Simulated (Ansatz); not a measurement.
# K on Fe(100): change of the work function, part 3 of 3

Aim: the work function of Fe(100) at several coverages of K (hollow site), and the dipole that each adsorbate carries.

Ansatz 0.2.0; plane-wave DFT, PBE, Ansatz PAW.

So far, work function, upper face (eV): step 2 (the clean slab) 3.86; step 4 (adsorbate added, coverage 0.5 ML) 2.40; step 6 (the slab at 0.25 ML, atoms frozen) 1.76; step 7 (the substrate of the 0.25 ML cell alone) 3.86; step 8 (the adsorbate layer of the 0.25 ML cell alone) 2.42.

## (9) Where the charge went at 0.25 ML (continued)

Planar mean, whole system less its parts. The electrons moved below z by z:

```
z (Å)  electrons moved below z (e/Å²)
    4                          2.7e-7
    5                          1.8e-6
    6                          9.6e-6
    7                          3.6e-5
    8                          3.6e-5
    9                         -1.5e-5
   10                          3.4e-5
   11                         -6.0e-5
   12                          3.7e-5
   13                         -1.2e-4
   14                         -4.7e-4
   15                        -0.00280
   16                         0.00306
   17                         0.00552
   18                         0.00390
   19                         0.00180
   20                          4.1e-4
   21                          5.1e-5
   22                         -2.9e-6
   23                         -3.9e-6
   24                         -1.2e-6
   25                         -7.6e-8
```

## (10) The same run with other settings

This step: plane-wave DFT, PBE, Ansatz PAW (Ansatz 0.2.0).

System of this step: KFe10 (K/Fe(100)). The cell holds 22 atoms: 20 Fe and 2 K. Cell: a = 5.740 Å, b = 5.740 Å, c = 26.509 Å, α = 90.0°, β = 90.0°, γ = 90.0°. Vacuum lies along c.

A run with a changed input: it repeats the earlier run at 0.5 ML with kpoints.mp_grid.grid from [5, 5, 1] to [4, 4, 1] and basis.ecutwfc to 800 eV.

Contents of input.yaml:

```yaml
crystal:
  lattice:
    - [5.74, 0.0, 0.0]
    - [0.0, 5.74, 0.0]
    - [0.0, 0.0, 26.508564284]
  atoms:
    - { symbol: Fe, position: [0.0, 0.0, 0.3395129175], spin: 2.97 }
    - { symbol: Fe, position: [0.25, 0.25, 0.3936463661], spin: 2.38 }
    - { symbol: Fe, position: [0.0, 0.0, 0.4471328567], spin: 2.5 }
    - { symbol: Fe, position: [0.25, 0.25, 0.5014069691], spin: 2.31 }
    - { symbol: Fe, position: [0.0, 0.0, 0.5521055225], spin: 2.92 }
    - { symbol: Fe, position: [0.0, 0.5, 0.3395129175], spin: 2.97 }
    - { symbol: Fe, position: [0.25, 0.75, 0.3936463661], spin: 2.38 }
    - { symbol: Fe, position: [0.0, 0.5, 0.4471328567], spin: 2.5 }
    - { symbol: Fe, position: [0.25, 0.75, 0.5014069691], spin: 2.31 }
    - { symbol: Fe, position: [0.0, 0.5, 0.5521055225], spin: 2.92 }
    - { symbol: Fe, position: [0.5, 0.0, 0.3395129175], spin: 2.97 }
    - { symbol: Fe, position: [0.75, 0.25, 0.3936463661], spin: 2.38 }
    - { symbol: Fe, position: [0.5, 0.0, 0.4471328567], spin: 2.5 }
    - { symbol: Fe, position: [0.75, 0.25, 0.5014069691], spin: 2.31 }
    - { symbol: Fe, position: [0.5, 0.0, 0.5521055225], spin: 2.92 }
    - { symbol: Fe, position: [0.5, 0.5, 0.3395129175], spin: 2.97 }
    - { symbol: Fe, position: [0.75, 0.75, 0.3936463661], spin: 2.38 }
    - { symbol: Fe, position: [0.5, 0.5, 0.4471328567], spin: 2.5 }
    - { symbol: Fe, position: [0.75, 0.75, 0.5014069691], spin: 2.31 }
    - { symbol: Fe, position: [0.5, 0.5, 0.5521055225], spin: 2.92 }
    - { symbol: K, position: [0.25, 0.25, 0.6604870825] }
    - { symbol: K, position: [0.75, 0.75, 0.6604870825] }
magnetization:
  spin_polarized: true
kpoints:
  mp_grid: { grid: [4, 4, 1] }
hamiltonian:
  xc: pbe
scf:
  occupations: { method: fermi_dirac, width: 0.1 }
  convergence: { dr2_threshold: 1.0e-08 }
efield:
  axis: 3
  dipole_correction: true
  ramp_position: 0.97
  ramp_width: 0.06
relax:
  f_tol: 0.02
  max_steps: 60
  constraints: [{ sites: [0, 1, 5, 6, 10, 11, 15, 16] }]
output:
  bader: true
  dos: { projected: true, e_range: [-8, 4] }
  write_potential: true
  write_density: true
  volumetric_format: npy
basis:
  ecutwfc: "800 eV"
```

Run with:

```console
$ ansatz run input.yaml --threads 4 --pin off --max-ram 12288MiB --backend cpu --events-out ev --progress --plain --runs-dir out
```

Elapsed: 19 min, on 4 threads of Arm Neoverse V1, shared host; peak memory 10 GiB; 72 min of CPU time.

```
                      quantity  this run  earlier run  difference
work function, upper face (eV)     2.397        2.399     -0.0016
work function, lower face (eV)     3.846        3.842      0.0042
 dipole along the normal (e·Å)    0.2637       0.2627      0.0011
             total moment (μB)     52.24        52.31      -0.068
```

What moves beyond 0.01 in its unit (for the dipole 0.5 % and 5e-5 e·Å): total moment (-0.0677 μB).

The change shows in the results, which are not taken further.

## (11) Varying the input

System of this step: Fe(100). The cell holds 5 atoms: 5 Fe. Its edges and angles: a = 2.870 Å, b = 2.870 Å, c = 23.740 Å, α = 90.0°, β = 90.0°, γ = 90.0°. Vacuum lies along c.

An input spoilt on purpose, to show how the run answers: it repeats the earlier run at 0 ML with scf.mixing to algorithm: anderson, beta: 0.005, ndim: 1, and scf.max_iter set to 75.

Contents of input.yaml:

```yaml
crystal:
  lattice:
    - [2.87, 0.0, 0.0]
    - [0.0, 2.87, 0.0]
    - [0.0, 0.0, 23.74]
  atoms:
    - { symbol: Fe, position: [0.0, 0.0, 0.3791069924], spin: 2.5 }
    - { symbol: Fe, position: [0.5, 0.5, 0.4395534962], spin: 2.5 }
    - { symbol: Fe, position: [0.0, 0.0, 0.5], spin: 2.5 }
    - { symbol: Fe, position: [0.5, 0.5, 0.5604465038], spin: 2.5 }
    - { symbol: Fe, position: [0.0, 0.0, 0.6208930076], spin: 2.5 }
magnetization:
  spin_polarized: true
kpoints:
  mp_grid: { grid: [10, 10, 1] }
hamiltonian:
  xc: pbe
scf:
  occupations: { method: fermi_dirac, width: 0.1 }
  convergence: { dr2_threshold: 1.0e-08 }
  mixing: { algorithm: anderson, beta: 0.005, ndim: 1 }
  max_iter: 75
efield:
  axis: 3
  dipole_correction: true
  ramp_position: 0.97
  ramp_width: 0.06
relax:
  f_tol: 0.02
  max_steps: 60
  constraints: [{ sites: [0, 1] }]
output:
  write_potential: true
  write_density: true
  volumetric_format: npy
```

Wall time 65 s (4 threads); peak memory 0.67 GiB.

Residual by cycle:

cycle, log10 residual and a bar from the least value:
```
        1        1.1 #
        8        1.8 ##############################
       14        1.7 ###########################
       21        1.7 ########################
       28        1.6 #####################
       35        1.5 ##################
       41        1.5 ###############
       48        1.4 ############
       55        1.3 #########
       62        1.2 ######
       68        1.2 ###
       75        1.1
```

The run stopped without converging, so none of its numbers is a property of the system.

After 75 cycles the residual stands at 13, against 31 at cycle 38 and a least value of 11. The cap of 75 cycles in the input ended the loop.

The program's message: “Error: did not converge after 75 iterations: dr2 = 1.30e1 (threshold 1.00e-8), under the density mixer `anderson`; raise `scf.max_iter`, which need not help a stalled SCF, or adjust the mixing (`scf.m …”

The fault put into the input: mixing far too weak.

## (12) Outcome

| Item | Value |
| --- | --- |
| work function of the clean face | 3.86 eV |
| work function at 0.25 ML | 1.76 eV |
| work function at 0.5 ML | 2.40 eV |
| dipole per adsorbate at 0.25 ML, positive end outwards | 1.85 D |
| step of the potential from the moved charge at 0.25 ML, upper less lower side, atoms held | -2.11 eV |

What this shows: K lowers the work function of Fe(100) at the lowest coverage, by 2.10 eV: the adsorbate layer has its positive end outwards. The slab has 5 layers, at the tabulated experimental lattice constant, one starting site was run, and quantum-size effects of a slab this thin can reach one or two tenths of an eV. The magnetic order is the one reached from the typed start; other orders were not compared.

[Logs are printed without paths, hosts, clocks, repeated set-up lines and the standing remarks that a program may print on its own settings, such as how far it seeks lower states.]

[Hosts, paths, dates, database ids (printed as entryN), source tags and the programs' standing remarks are cut or masked in the printed files.]

[Maps of the electrostatic potential energy from Ansatz leave out the sawtooth potential of an applied field or a dipole correction, so their vacuum need not be flat; planar profiles and work functions include it.]
